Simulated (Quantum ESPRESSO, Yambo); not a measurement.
# Quasiparticle gap of MoS2 (P6_3/mmc) in Yambo, part 2 of 3

How does a plane-wave GW calculation on MoS2 (P6_3/mmc) run from the first input to the gap?

Quantum ESPRESSO 7.5 and Yambo 5.3.0; PBE and many-body steps on it, plane waves. Known limits of the many-body steps: not at the basis limit; no spin-orbit coupling; coarse k mesh.

So far. Step 2 (Ground state): The gap is indirect, with the least direct gap 0.77 eV higher. Step 3 (Bands along the symmetry lines): The gap is 0.889 eV, as in the run before at this level.

The database entry behind the starting cell differs from later determinations by our own check (about 0.3 % long), so it need not match the best structure at ambient conditions.

### Step 4. Empty states on the mesh, 3×3×1 mesh, 112 bands

Level of this step: DFT, PBE, plane waves, norm-conserving pseudopotentials (Quantum ESPRESSO).

The sums over transitions need many empty states on a uniform mesh; this step solves for them.

pw.in reads:

```
&control
  calculation = 'nscf'
  prefix = 'x'
  outdir = 'o'
  pseudo_dir = 'pseudo'
/
&system
  ibrav = 0
  nat = 6
  ntyp = 2
  ecutwfc = 72.0
  nbnd = 112
  force_symmorphic = .true.
/
&electrons
  conv_thr = 1e-9
  electron_maxstep = 80
  diago_full_acc = .true.
  diago_thr_init = 5e-6
/
ATOMIC_SPECIES
  Mo 95.95 Mo.upf
  S 32.06 S.upf
CELL_PARAMETERS angstrom
  3.1690000000 -0.0000000000 0.0000000000
  -1.5845000000 2.7444345046 0.0000000000
  0.0000000000 0.0000000000 12.3240000000
ATOMIC_POSITIONS crystal
  Mo 0.3333333333 0.6666666667 0.2500000000
  Mo 0.6666666667 0.3333333333 0.7500000000
  S 0.3333333333 0.6666666667 0.6230000000
  S 0.6666666667 0.3333333333 0.1230000000
  S 0.3333333333 0.6666666667 0.8770000000
  S 0.6666666667 0.3333333333 0.3770000000
K_POINTS automatic
  3 3 1 0 0 0
```

Run with:

```
OMP_NUM_THREADS=1 mpirun -n 16 pw.x -nk 4 -in pw.in > pw.out
```

Output:

```text
[banner, memory and clock lines left out]
Program PWSCF v.7.5 starts

     Atomic positions and unit cell read from directory:
     o/x.save/

     Message from routine setup:
     using ibrav=0 with symmetry is DISCOURAGED, use correct ibrav instead

     Message from routine divide_et_impera:
     suboptimal parallelization: some nodes have no k-points

     bravais-lattice index     =            0
     lattice parameter (alat)  =       5.9885  a.u.
     unit-cell volume          =     723.3082 (a.u.)^3
     number of atoms/cell      =            6
     number of atomic types    =            2
     number of electrons       =        52.00
     number of Kohn-Sham states=          112
     kinetic-energy cutoff     =      72.0000  Ry
     charge density cutoff     =     288.0000  Ry
     Exchange-correlation= PBE
                           (   1   4   3   4   0   0   0)

     celldm(1)=   5.988542  celldm(2)=   0.000000  celldm(3)=   0.000000
     celldm(4)=   0.000000  celldm(5)=   0.000000  celldm(6)=   0.000000

     crystal axes: (cart. coord. in units of alat)
               a(1) = (   1.000000  -0.000000   0.000000 )
               a(2) = (  -0.500000   0.866025   0.000000 )
               a(3) = (   0.000000   0.000000   3.888924 )

     reciprocal axes: (cart. coord. in units 2 pi/alat)
               b(1) = (  1.000000  0.577350 -0.000000 )
               b(2) = (  0.000000  1.154701 -0.000000 )
               b(3) = ( -0.000000 -0.000000  0.257141 )
     Pseudo is Norm-conserving + core correction, Zval = 14.0
     Generated using ONCVPSP code by D. R. Hamann
     Using radial grid of 1640 points,  6 beta functions with:
     Pseudo is Norm-conserving + core correction, Zval =  6.0
     Generated using ONCVPSP code by D. R. Hamann
     Using radial grid of 1146 points,  6 beta functions with:
     Mo               14.00    95.95000     Mo( 1.00)
     S                 6.00    32.06000     S ( 1.00)

     12 Sym. Ops., with inversion, found

   Cartesian axes

     site n.     atom                  positions (alat units)
         1        Mo     tau(   1) = (  -0.0000000   0.5773503   0.9722310  )
         2        Mo     tau(   2) = (   0.5000000   0.2886751   2.9166930  )
         3        S      tau(   3) = (  -0.0000000   0.5773503   2.4227996  )
         4        S      tau(   4) = (   0.5000000   0.2886751   0.4783376  )
         5        S      tau(   5) = (  -0.0000000   0.5773503   3.4105863  )
         6        S      tau(   6) = (   0.5000000   0.2886751   1.4661243  )

     number of k points=     3
                       cart. coord. in units 2pi/alat
        k(    1) = (   0.0000000   0.0000000   0.0000000), wk =   0.2222222
        k(    2) = (   0.0000000   0.3849002   0.0000000), wk =   1.3333333
        k(    3) = (   0.3333333   0.5773503   0.0000000), wk =   0.4444444

     Dense  grid:    59645 G-vectors     FFT dimensions: (  36,  36, 125)

     The potential is recalculated from file :
     o/x.save/charge-density

     Starting wfcs are   36 randomized atomic wfcs +   76 random wfcs

     Band Structure Calculation

     End of band structure calculation

          k = 0.0000 0.0000 0.0000 (  7437 PWs)   bands (ev):

   -50.5384 -50.5384 -24.6885 -24.6884 -24.4614 -24.4614 -24.4613 -24.4613
    -3.9616  -3.6916  -2.7522  -2.3099   4.1333   5.1657   7.5093   7.7226
     7.7226   7.7359   7.7359   8.8164   8.8164   8.8630   8.8630   9.8089
[...]
k = 0.0000 0.3849 0.0000 (  7472 PWs)   bands (ev):

[...]
k = 0.3333 0.5774 0.0000 (  7476 PWs)   bands (ev):

[...]
45.9635  46.0250  46.0250  46.1253  46.1809  46.1809  47.4762  48.1075
    48.1075  48.5384  48.7534  48.8184  48.8184  49.3135  49.6259  49.6259

     highest occupied, lowest unoccupied level (ev):    10.9921   12.0439

     XML data file, pseudopotentials, collected wavefunctions
```

Elapsed: 3.3 s, on 16 MPI ranks of Arm Neoverse V2, shared host; peak memory 0.94 GiB; 51 s of CPU time.

Numbers from this step:

```
gap                                                           : 1.052 eV
k of the valence top                                          : 0, 0, 0
k of the conduction bottom                                    : 0.3333, 0.3333, 0
least direct gap                                              : 1.654 eV
k points computed                                             : 3
lowest point of the top converged band, above the valence top : 38.63 eV
```

On this mesh the gap is 1.052 eV. The earlier step found 0.889 eV, so this mesh misses an edge.

### Step 5. Conversion and set-up

This step: Yambo 5.3.0; conversion and set-up on PBE, plane waves, norm-conserving pseudopotentials.

The states are converted to the many-body program's format and the q mesh is built.

Run with:

```
(cd o/x.save; p2y > p2y.log; mv SAVE ../..); yambo > setup.log
```

Output:

```text
 Yambo, version 5.3.0

 [02] CORE Variables Setup
 =========================

  [02.01] Unit cells
  ==================

  Cell kind             :  HCP
  Atoms in the cell     :  Mo  S
  number of Mo atoms    :  2
  number of S  atoms    :   4

  List of atomic masses
  Mass of Mo    :  95.95000
  Mass of S     :  32.06000

  List of atomic coordinates    : [cc]
  Mo1       : -0.29943E-09   3.4575       5.8222      order 1
  Mo2       :   2.99427   1.72874  17.46674  order 2
  S1       : -0.29943E-09   3.4575       14.509      order 3
  S2       :  2.994271  1.728743  2.864545  order 4
  S3       : -0.29943E-09   3.4575       20.424      order 5
  S4       :  2.994271  1.728743  8.779947  order 6

  Alat factors          :   5.98854   5.18623  23.28898 [a.u.]
  Direct lattice volume :  723.3082 [a.u.]
  Direct lattice vectors:  A[ 1 ]  A[ 2 ]  A[ 3 ]
   A[ 1 ]:  1.000000 -0.000000  0.000000  [iru]
   5.988542 -0.000000  0.000000  [cc]
   A[ 2 ]: -0.500000  1.000000  0.000000  [iru]
  -2.994271  5.186230  0.000000  [cc]
   A[ 3 ]:  0.000000  0.000000  1.000000  [iru]
    0.00000   0.00000  23.28898  [cc]

  Recip. lattice volume :  0.342938 [a.u.]
  Recip. lattice vectors:  B[ 1 ]  B[ 2 ]  B[ 3 ]
   B[ 1 ]:  1.000000  0.500000  0.000000  [iku]
   1.049201  0.605757 -0.000000  [cc]
   B[ 2 ]:  0.000000  1.000000  0.000000  [iku]
   0.000000  1.211513 -0.000000  [cc]
   B[ 3 ]:  0.000000  0.000000  1.000000  [iku]
  -0.000000 -0.000000  0.269792  [cc]

  [02.02] Symmetries
  ==================

  Inversion symmetry    : yes
  Spatial inversion     : yes
  Inversion index       :   7
  K-space Time-reversal : no
  Magnetic symmetries   : no
  Group table correct   : yes
  Symmetries units      :  [cc]

   [S  1]:   1.0000       0.0000       0.0000     -0.20692E-16   1.0000       0.0000       0.0000       0.0000       1.0000
   [S  2]:   1.0000       0.0000       0.0000     -0.20692E-16  -1.0000       0.0000       0.0000       0.0000      -1.0000
   [S  3]: -0.500000  0.866025  0.000000 -0.866025 -0.500000  0.000000  0.000000  0.000000  1.000000
[...]
[S 11]:  0.500000  0.866025  0.000000  0.866025 -0.500000  0.000000  0.000000  0.000000  1.000000
   [S 12]:  0.500000 -0.866025  0.000000 -0.866025 -0.500000  0.000000  0.000000  0.000000  1.000000

  [02.03] Reciprocal space
  ========================

  nG shells         :  2895
  nG charge         :   59645
  nG WFs            :   9161
  nC WFs            :   7476
  G-vecs. in first 80 shells:  [ Number ]
     1    3    5    7    9   15   27   39   41
    53   55   67   79   81   93   99  111  113
   125  137  149  161  167  169  181  193  205
[...]
809   811   823   835   859   865   877   889
  ...
  Shell energy in first 80 shells:  [ mHa ]
[...]
6447.35      6574.92      6604.94      6605.31      6641.33      6750.51      6884.45      6920.48      6932.48
    7133.20      7187.24      7339.19      7442.37      7466.38      7514.79      7867.09      7915.12      8085.08
    8176.25      8188.63      8352.22      8388.24      8776.56      8806.58      8842.98      8922.51
  ...

  [02.04] K-grid lattice
  ======================

  Compatible Grid is   : 2D
  Base K vectors       :  K_min[ 1 ]  K_min[ 2 ]  K_min[ 3 ]
  K_min[ 1 ] :  0.33333      0.86399E-12   0.0000     [rlu]
  K_min[ 2 ] : -0.79644E-17 -0.33333       0.0000     [rlu]
  Grid dimensions      :  3  3
  K lattice UC volume  :  0.038104 [a.u.]

  IBZ K-points                                      :  3
  BZ  K-points                                      :   9

  K/Q-points units:
  rlu = crystal or reduced units; cc = cartesian coordinates; iku = interal k-units

  K [1]          [rlu]:  0.000000  0.000000  0.000000
         WF components:   7437
  K [2]          [rlu]:  0.000000  0.333333  0.000000
         WF components:   7472
  K [3]          [rlu]:  0.333333  0.333333  0.000000
         WF components:   7476

  [02.05] Energies & Occupations
  ==============================

  [X] === General ===
  [X] Electronic Temperature                        :  0.000000  0.000000 [eV K]
  [X] Bosonic    Temperature                        :  0.000000  0.000000 [eV K]
  [X] Finite Temperature mode                       : no
  [X] El. density                                   :  0.48515E+24 [cm-3]
  [X] Fermi Level                                   :  10.99215 [eV]

  [X] === Gaps and Widths ===
  [X] Conduction Band Min                           :  1.051755 [eV]
  [X] Valence Band Max                              :  0.000000 [eV]
  [X] Filled Bands                                  :  26
  [X] Empty Bands                                   :   27  112
  [X] Direct Gap                                    :  1.653895 [eV]
  [X] Direct Gap localized at k                     :  3
  [X] Indirect Gap                                  :  1.051755 [eV]
  [X] Indirect Gap between kpts                     :  1  3
  [X] Last valence band width                       :  1.539698 [eV]
  [X] 1st conduction band width                     :  1.047895 [eV]

  E @ K [1]:  [eV]
  -61.53058 -61.53058 -35.68066 -35.68053 -35.45354 -35.45354 -35.45348 -35.45348
[...]
occ @ K [1]
[...]
E @ K [2]:  [eV]
[...]
occ @ K [2]
[...]
E @ K [3]:  [eV]
[...]
occ @ K [3]
[...]
0.000000  0.000000  0.000000  0.000000  0.000000  0.000000  0.000000  0.000000
   0.000000  0.000000  0.000000  0.000000  0.000000  0.000000  0.000000  0.000000

 [03] Transferred momenta grid and indexing
 ==========================================

 IBZ Q-points                                      :  3
 BZ  Q-points                                      :   9

 K/Q-points units:
 rlu = crystal or reduced units; cc = cartesian coordinates; iku = interal k-units

 Q [1]          [rlu]:  0.000000  0.000000  0.000000
 Q [2]          [rlu]: -0.79644E-17  0.33333       0.0000
 Q [3]          [rlu]:  0.333333  0.333333  0.000000

  [03.01] X indexes
  =================

   [03.01.01] Sigma indexes
   ========================

 [06] Game Over & Game summary
```

Run time: 2 s. Hardware: 1 MPI rank; peak memory 0.24 GiB.

(Continued in part 3 of 3.)

[Paths, hosts, dates, memory and timing lines, banners, echoed tables and standing remarks are left out of the program output.]

[Logs are printed without paths, hosts, clocks, repeated set-up lines and the standing remarks that a program may print on its own settings, such as how far it seeks lower states.]

[Runs of the session that timed out or met a known fault of the program may be left out.]

[Hosts, paths, dates, database ids (printed as entryN), source tags and the programs' standing remarks are cut or masked in the printed files.]
